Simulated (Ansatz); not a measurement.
# SiHg2 (model cell, started as antifluorite): phonons and vibrational spectra, part 2 of 2

Aim: the phonons of SiHg2 (model cell, started as antifluorite) at a cell relaxed beforehand at this level. After the zone centre comes a 4×4×4 q mesh on a 12×12×12 k mesh.

Ansatz 0.2.0; DFT PBEsol, scalar-relativistic, plane waves, PAW.

So far. Step 2 (Zone-centre response): Before it was imposed, the acoustic sum rule was missed by 3.0e-5 eV/Å². Small misses are needed for a sound result but don't prove that mesh and cutoff are converged. The lowest optical mode is real, 71.5 cm⁻¹.

The structure was built from a prototype and need not be the compound's stable phase.

## (3) Response at finite wavevector

Stability and thermal properties need the whole zone. Linear response on a 4×4×4 q mesh gives force constants as far as a supercell of that size would.

Contents of input.yaml:

```yaml
crystal:
  lattice:
    - [0.0, 3.2133606144, 3.2133606144]
    - [3.2133606144, 0.0, 3.2133606144]
    - [3.2133606144, 3.2133606144, 0.0]
  atoms:
    - { symbol: Si, position: [0.0, 0.0, 0.0] }
    - { symbol: Hg, position: [0.25, 0.25, 0.25] }
    - { symbol: Hg, position: [0.75, 0.75, 0.75] }
kpoints:
  mp_grid: { grid: [12, 12, 12] }
hamiltonian:
  xc: pbesol
scf:
  occupations: { method: methfessel_paxton, width: 0.15 }
output:
  eigenvalues: true
phonons:
  method: dfpt
  qmesh: [4, 4, 4]
  temperatures: { t_max: 1000, t_step: 50 }
  qpath:
    path:
      - [[0.0, 0.0, 0.0], [0.5, 0.0, 0.5], [0.625, 0.25, 0.625]]
      - [[0.375, 0.375, 0.75], [0.0, 0.0, 0.0], [0.5, 0.5, 0.5], [0.5, 0.25, 0.75], [0.5, 0.0, 0.5]]
    npoints: 10
```

On the command line:

```
ansatz run input.yaml --threads 4 --pin off --max-ram 7168MiB --backend cpu --events-out ev --progress --plain --runs-dir out
```

Numbers of over 12 decimals in the logs are rounded to 6 here.

Log:

```text
Warning: phonons: the dynamical matrix that this run interpolates holds no multipole term above the dipole-dipole one, and a site of this crystal is no centre of inversion, so its interpolated transverse optical and acoustic branches and sound speeds can stay off near Gamma, and the density of states and the thermodynamics with them. What a run solves at a wave vector of phonons.qpoints, Gamma apart, where the deck admits one, is free of this, and under fd what a larger phonons.supercell samples
[...]
Crystal: 3 atoms, lattice volume = 66.360 Å³
Basis set: ecut = 420 eV, 1291 PW (Γ), exchange–correlation on 64×64×64 points (8 copies of the dense FFT grid, shifted against one another)
Bands: 27, of which v1, the nominal top of the filled ones, is band 22 counted from 1 (21 counted from 0)
Symmetry: 48 space group operations
k-points: 72 of 1728
[...]
SCF iter   1: F=—  HF=-27956.717046 eV  |F-HF|=—  |Δ(HF+E_count)|=         —  Δρ=4.48e-3  dr2=1.96e-2  ethr=1.77e-3  ⟨swp⟩=5.1  Hψ=7678  notcnv=0
[...]
SCF iter  10: F=-27956.711675 eV  HF=-27956.711675 eV  |F-HF|=3.64e-12  |Δ(HF+E_count)|=  4.00e-11  S|Δr|=    0.00e0  Δρ=4.54e-8  dr2=1.24e-12  ethr=1.00e-12  ⟨swp⟩=7.6  Hψ=8598  notcnv=0
SCF 1 converged in 10 iterations: F = -27956.711675 eV  dr2 = 1.24e-12
[...]
iter 1 solved again at ethr=2.88e-8 eV; its pass at ethr=3.10e-3 eV (dr2=1.27e-5 eV) is discarded
SCF iter   1: F=—  HF=-27956.711674 eV  |F-HF|=—  |Δ(HF+E_count)|=         —  Δρ=3.71e-7  dr2=7.93e-11  ethr=2.88e-8  ⟨swp⟩=3.6  Hψ=12979  notcnv=0
eigensolver tolerance schedule: the retry pair's looser diagonalisation over-reported the residual by 159781.36 of it (diagonalisation noise at an unbounded share of the residual, at the tolerance the schedule requests for it); recorded, not acted on — ethr = c·dr2/N_el stays at c = 1.0e-1
[...]
SCF iter   2: F=—  HF=-27956.711675 eV  |F-HF|=—  |Δ(HF+E_count)|=   1.95e-6  S|Δr|=    0.00e0  Δρ=2.46e-7  dr2=3.21e-11  ethr=1.00e-12  ⟨swp⟩=3.1  Hψ=4528  notcnv=0
[...]
SCF iter   4: F=-27956.711675 eV  HF=-27956.711675 eV  |F-HF|=7.28e-12  |Δ(HF+E_count)|=    0.00e0  S|Δr|=    0.00e0  Δρ=5.94e-8  dr2=1.99e-12  ethr=1.00e-12  ⟨swp⟩=3.0  Hψ=4787  notcnv=0
SCF 2 converged in 4 iterations: F = -27956.711675 eV  dr2 = 1.99e-12
phonons: the bands overlap, so this run is a metal and interpolates without the dipole-dipole term. If the crystal is really an insulator or semiconductor, its LO-TO splitting is missing
NSCF: frozen V_eff on 72 k-points
[...]
DFPT response loops at q = (0, 0, 0) (fractional): preconditioner auto → Kerker (q_TF=auto, 2.548 Å⁻¹) (partly filled bands, converged f_vac=0.047); β = 1.00, the filter's whole step (`scf.mixing.beta` (0.50) is not read by the response loops under this deck's `scf.mixing.preconditioner`; to damp them name `kerker` or `kerker_dos`, under which they read `scf.mixing.beta`, and type it under 1.00, their step now; both keys bind the ground state too); Broyden in place of MSR1
[...]
phonons.qmesh, q = [0.0000, 0.2500, -0.5000]: its response loops start from zero, take more passes and end by a threshold: the memory limit or budget leaves too little room for the subspace of the ground state's own states beside the solves, or none could be made (phonons.method)
[...]
SCF converged after 10 iterations
[...]
Free energy (F): -27956.711675 eV
[...]
Internal energy: -27956.712741 eV  (E = F + TS)
E sigma→0 (E₀):  -27956.711942 eV
Entropy (-TS):   0.001065 eV (0.355 meV/atom)
Fermi energy:    12.714249 eV
[...]
--- Band table (eV; the first three rows and the last of 72) ---
  k-point 0: bands = [... 18 lower, 6.5067, 12.4238, 14.0733, 14.0733, 14.0733, 14.1928, 14.5612, 14.5612, ... 1 higher]
  k-point 1: bands = [... 18 lower, 6.4611, 12.0668, 12.9251, 13.7863, 13.7863, 14.3940, 14.9084, 14.9084, ... 1 higher]
  k-point 2: bands = [... 18 lower, 6.3316, 10.8411, 12.3060, 13.4270, 13.4270, 15.0619, 15.4060, 15.4060, ... 1 higher]
  k-point 71: bands = [... 18 lower, 7.2118, 8.1361, 8.1361, 9.4246, 15.2887, 15.2887, 16.7049, 17.1861, ... 1 higher]
--- Phonons (Γ-DFPT): 2 representative perturbations + reference (Σ response iterations 6) ---
  ASR residual: 2.912e-5 → 0.000e0 eV/Å²; symmetrization residual: 7.688e-6 eV/Å²
  ASR residual per site (eV/Å²): 1.58e-5 2.91e-5 2.91e-5
  Γ frequencies (cm⁻¹): 0.00 0.00 0.00 71.52 71.52 71.52 127.02 127.02 127.02
--- Phonons (arbitrary-q DFPT): 8 irreducible q on the 4×4×4 mesh ---
  q = [0.0000, 0.0000, 0.0000] (star 1, of the zone-centre solve; hermiticity 6.76e-6, symmetrization 2.95e-12): 0.00 0.00 0.00 71.52 71.52 71.52 127.02 127.02 127.02
  q = [0.0000, 0.0000, 0.2500] (star 8, 2 solved perturbations on 936 of 1728 k-point pairs; hermiticity 1.44e-6, symmetrization 6.50e-12): 20.26 20.26 51.28 60.90 66.97 66.97 145.93 145.93 179.86
[...]
q = [0.0000, 0.2500, 0.2500] (star 6, 4 solved perturbations in 1608 linear systems a pass and spin channel, the states on 510 of 1728 k-point pairs; hermiticity 2.98e-6, symmetrization 1.27e-12): 18.18 18.18 57.93 58.47 58.47 64.30 160.62 160.62 174.58
[...]
sum rule: each row above includes the acoustic sum rule's correction from the zone centre's row sums; it moved no ω² by more than (0.39 cm⁻¹)²
  mesh force constants: q→R imaginary residual 5.64e-18; ASR residual 2.912e-5 → 0.000e0 eV/Å²; symmetrization residual 4.885e-15 eV/Å²
  interpolated dispersion: 62 rows × 9 modes
  density of states and harmonic sums: on the 20×20×20 q-mesh, interpolated from the force constants of a 4×4×4 supercell (no non-analytic term)
  largest difference from the sums on the solved wave vectors: F 2.22e-2 eV, S 2.69e-5 and C_V 4.72e-6 eV/K
  zero-point energy: 0.051096 eV/cell   skipped modes (ω ≤ 0): 41, of them read as no rigid motion or as one in doubt: 38 (1.324e-1 modes/cell left out, lowest -16.05 cm⁻¹)   left out of the sums: 1.48e-2 of the cell's modes: C_V's classical limit lies that fraction below 3 k_B per atom; for a crystal, a wire or a layer, F and S can be off by more, and a phonons.interpolated_qmesh denser along its periods is the remedy for the sampling
```

The job ended after 20 min (4 threads of Arm Neoverse V1, shared host; peak memory 4.4 GiB).

This step gave:

```yaml
sum_rule_residual_before_enforcement: 2.91e-5 eV/Å²
lowest_frequency_on_the_path: -16.05 cm⁻¹
highest_frequency_on_the_path_or_at_a_solved_wavevector: 215.2 cm⁻¹
lowest_mode_on_the_q_mesh_acoustic_modes_at_gamma_apart: -15.39 cm⁻¹
```

Frequencies (cm⁻¹) solved at each irreducible wavevector; negative means imaginary. Frequencies by wavevector, by row:

```csv
q in reciprocal lattice units,star,mode 1,mode 2,mode 3,mode 4,mode 5,mode 6,mode 7,mode 8,mode 9
0 0 0,1,0,0,0,71.5,71.5,71.5,127,127,127
0 0 0.25,8,20.3,20.3,51.3,60.9,67,67,145.9,145.9,179.9
0 0 -0.5,4,28.1,28.1,36,64,64,70.5,162.6,162.6,214.1
0 0.25 0.25,6,18.2,18.2,57.9,58.5,58.5,64.3,160.6,160.6,174.6
0 0.25 -0.5,24,24.2,28.1,33.8,52.5,56.1,77.3,175.6,187.8,206.8
0 0.25 -0.25,12,26.4,34.6,38,60.4,61.5,69.2,170.5,191.1,201.9
0 -0.5 -0.5,3,-14.3,32.4,32.4,37.8,37.8,86.2,182.2,182.2,215.2
0.25 -0.5 -0.25,6,-15.4,40.1,45.4,45.4,47.2,80.6,203.2,205.3,205.3
```

Interpolated from a 4×4×4 q mesh. The phonon branches at the labelled points (cm⁻¹):

```csv
point,branch 1,branch 2,branch 3,branch 4,branch 5,branch 6,branch 7,branch 8,branch 9
Γ,0,0,0,72,72,72,127,127,127
halfway,18,18,58,58,58,64,161,161,175
X,-14,32,32,38,38,86,182,182,215
halfway,-16,32,38,41,41,85,183,191,213
U,-12,32,36,48,51,82,183,206,208
jump to K,-12,32,36,48,51,82,183,206,208
halfway,22,30,52,58,64,66,155,172,184
Γ,0,0,0,72,72,72,127,127,127
halfway,20,20,51,61,67,67,146,146,180
L,28,28,36,64,64,70,163,163,214
halfway,24,32,34,56,57,75,178,186,214
W,-15,40,45,45,47,81,203,205,205
halfway,-16,39,40,41,41,84,191,192,211
X,-14,32,32,38,38,86,182,182,215
```

The phonon branches as a text plot (rows in cm⁻¹):

```
    210 |           *********                  *********** ******
    201 |         **    ** ****               *         *****
    191 |        *     *     ***             *         **    **
    181 |       * ***********  **           *        ***       **
    172 |      ***           ** **                 ***
    162 |    ***               * ***       *   *****
    153 |   ***                 *         *  **
    143 |  **                    ****    * **
    133 | **                      ****  ***
    124 |*                           ****
    114 |
    104 |
     95 |
     85 |         *********                              ********
     75 |**     **         ****     ******        *******
     66 |  *****               ******    ***********
     56 |    ****         ***** **          **      *****
     47 |   *   ****    ***    * *         ** **         *****
     37 |        *  ************  **      *     **** ************
     27 |  *      ***  **   ******  *    *   **********
     18 | * ******              ******    ***          *
      8 | **               *        **  **              *
     -2 |*          *                 **
    -11 |            ******                              ********
         Γ           X  U|K            Γ         L        W     X
```

Tetrahedra on a 20×20×20 mesh, mean over bins of 2 cm-1. Interpolated from a 4×4×4 q mesh. Table of phonon density of states by wavenumber; read off at these points:

wavenumber (cm⁻¹), phonon density of states (1/cm⁻¹/cell) and a bar:
```
    -15.0      0.013 ##
    -10.0      0.008 #
     -5.0      0.005 #
      0.0      0.005 #
      5.0      0.006 #
     10.0      0.011 ##
     15.0      0.025 ####
     20.0      0.061 ###########
     25.0      0.095 #################
     30.0      0.134 ########################
     33.0      0.169 ##############################
     35.0      0.150 ###########################
     40.0      0.050 #########
     45.0      0.048 #########
     50.0      0.082 ###############
     55.0      0.107 ###################
     59.0      0.144 ##########################
     60.0      0.138 ########################
     65.0      0.089 ################
     70.0      0.065 ############
     75.0      0.047 ########
     80.0      0.051 #########
     85.0      0.012 ##
     90.0      0.000 
     95.0      0.000 
    100.0      0.000 
    105.0      0.000 
    110.0      0.000 
    115.0      0.000 
    120.0      0.000 
    125.0      0.000 
    130.0      0.004 #
    135.0      0.006 #
    140.0      0.009 ##
    145.0      0.011 ##
    150.0      0.015 ###
    155.0      0.019 ###
    160.0      0.028 #####
    165.0      0.043 ########
    170.0      0.047 ########
    175.0      0.051 #########
    180.0      0.058 ##########
    183.0      0.066 ############
    185.0      0.053 #########
    190.0      0.043 ########
    195.0      0.040 #######
    200.0      0.040 #######
    205.0      0.038 #######
    209.0      0.079 ##############
    210.0      0.076 #############
    215.0      0.001
```

The partial phonon density of states has structure finer than the step of the table below, so its rows give means over 10 cm⁻¹, whole bins alone (the curve runs from -25.7 to 231 cm⁻¹). Peaks (cm⁻¹: height): Hg 32.4: 0.148, 61.4: 0.124; Si 32.4: 0.00965, 180.8: 0.0545, 209.9: 0.0627.

Phonopy on the run's constants, 15x15x15 mesh, Gaussian sigma 2.0 cm-1. Interpolated from a 4×4×4 q mesh. The partial phonon density of states by wavenumber; means over each step; values in 1/cm⁻¹/cell:

```csv
wavenumber (cm⁻¹),Hg,Si
-20,0.00240,5.0e-7
-10,0.00922,9.7e-6
0,0.00235,2.0e-5
10,0.0143,3.9e-4
20,0.0571,0.00280
30,0.122,0.00772
40,0.0673,0.00340
50,0.0782,0.00318
60,0.116,0.00330
70,0.0673,7.8e-4
80,0.0398,2.0e-4
90,0.00261,3.4e-6
100,0,0
110,0,0
120,2.9e-6,4.9e-5
130,2.5e-4,0.00330
140,6.7e-4,0.00811
150,0.00121,0.0136
160,0.00262,0.0270
170,0.00431,0.0423
180,0.00530,0.0509
190,0.00329,0.0416
200,0.00198,0.0383
210,0.00205,0.0498
220,1.4e-4,0.00339
```

Symmetry leaves 8 wavevectors to solve. The lowest mode among them, the acoustic zeros apart, lies at q = (0.25, -0.5, -0.25) and is imaginary, 15.4i cm⁻¹, so the energy falls along it.

## (4) Another isotope

An isotope changes the mass and not the force constants, so no new electronic calculation is needed; the shifts show which modes move this element.

The same force constants with the mass of Si changed from 28.085 to 29.974 u (phonopy, no LO-TO term). Both lists are sorted by frequency; levels can cross, so a row need not hold one and the same mode. Modes under 3 cm⁻¹ are left out. Isotope shifts, by row:

```csv
q,rank,natural mass (cm⁻¹),changed mass (cm⁻¹)
0 0 0,4,71.52,71.52
0 0 0,5,71.52,71.52
0 0 0,6,71.52,71.52
0 0 0,7,127,123.2
0 0 0,8,127,123.2
0 0 0,9,127,123.2
0 0 0.25,1,20.26,20.2
0 0 0.25,2,20.26,20.2
0 0 0.25,3,51.28,51.26
0 0 0.25,4,60.9,60.83
0 0 0.25,5,66.97,66.94
0 0 0.25,6,66.97,66.94
0 0 0.25,7,145.9,141.7
0 0 0.25,8,145.9,141.7
0 0 0.25,9,179.9,174.3
0 0 -0.5,1,28.09,28
0 0 -0.5,2,28.09,28
0 0 -0.5,3,35.96,35.91
0 0 -0.5,4,63.97,63.97
0 0 -0.5,5,63.97,63.97
0 0 -0.5,6,70.49,70.49
0 0 -0.5,7,162.6,157.9
0 0 -0.5,8,162.6,157.9
0 0 -0.5,9,214.1,207.5
0 0.25 0.25,1,18.18,18.15
0 0.25 0.25,2,18.18,18.15
0 0.25 0.25,3,57.93,57.93
0 0.25 0.25,4,58.47,58.35
0 0.25 0.25,5,58.47,58.35
0 0.25 0.25,6,64.3,64.24
0 0.25 0.25,7,160.6,156.1
0 0.25 0.25,8,160.6,156.1
0 0.25 0.25,9,174.6,169.2
```

A mode of this element alone would shift by -3.20 %. The highest zone-centre frequency without the field goes from 127.0 to 123.2 cm⁻¹ (-3.0 %). The product of the frequency ratios over all optical modes at Γ is 0.913; the product rule, (m/m′)^(3k/2) (M′/M)^(3/2) with k = 1 such atoms and M the mass of the cell, gives 0.913.

## (5) Results

| Quantity | Value |
| --- | --- |
| space group (within 0.01 Å) | Fm-3m |
| volume per atom | 22.1 Å³ |
| electronic character | no gap on this mesh |
| highest optical mode at the zone centre (no LO-TO term) | 127 cm⁻¹ |
| lowest optical zone-centre mode | 71.5 cm⁻¹ |
| lowest mode on the q mesh (acoustic modes at Γ apart) | -15.4 cm⁻¹ |
| highest frequency on the path or at a solved wavevector | 215 cm⁻¹ |
| imaginary modes on the 4×4×4 q mesh | yes |

What this shows: Modes are clearly imaginary (beyond 10i cm⁻¹) at 2 of the 8 irreducible wavevectors, most at q = (0.25, -0.5, -0.25) (15.4i cm⁻¹), so this structure is not a minimum of the energy. The optical modes at Γ span 72 to 127 cm⁻¹. The highest mode in this list at Γ, 127.0 cm⁻¹, is mostly motion of Si (93 % of the kinetic energy). With no gap, or one that is small against the smearing, the frequencies hang on the k mesh and the smearing, most of all near Kohn anomalies. Spin-orbit coupling is left out, which can matter for the heavy elements here. The starting cell was built on a prototype and not taken from a measurement, so the phase need not exist. These are harmonic frequencies at zero temperature: anharmonic shifts, linewidths and thermal expansion are left out.

[Logs are printed without paths, hosts, clocks, repeated set-up lines and the standing remarks that a program may print on its own settings, such as how far it seeks lower states.]

[Hosts, paths, dates, database ids (printed as entryN), source tags and the programs' standing remarks are cut or masked in the printed files.]
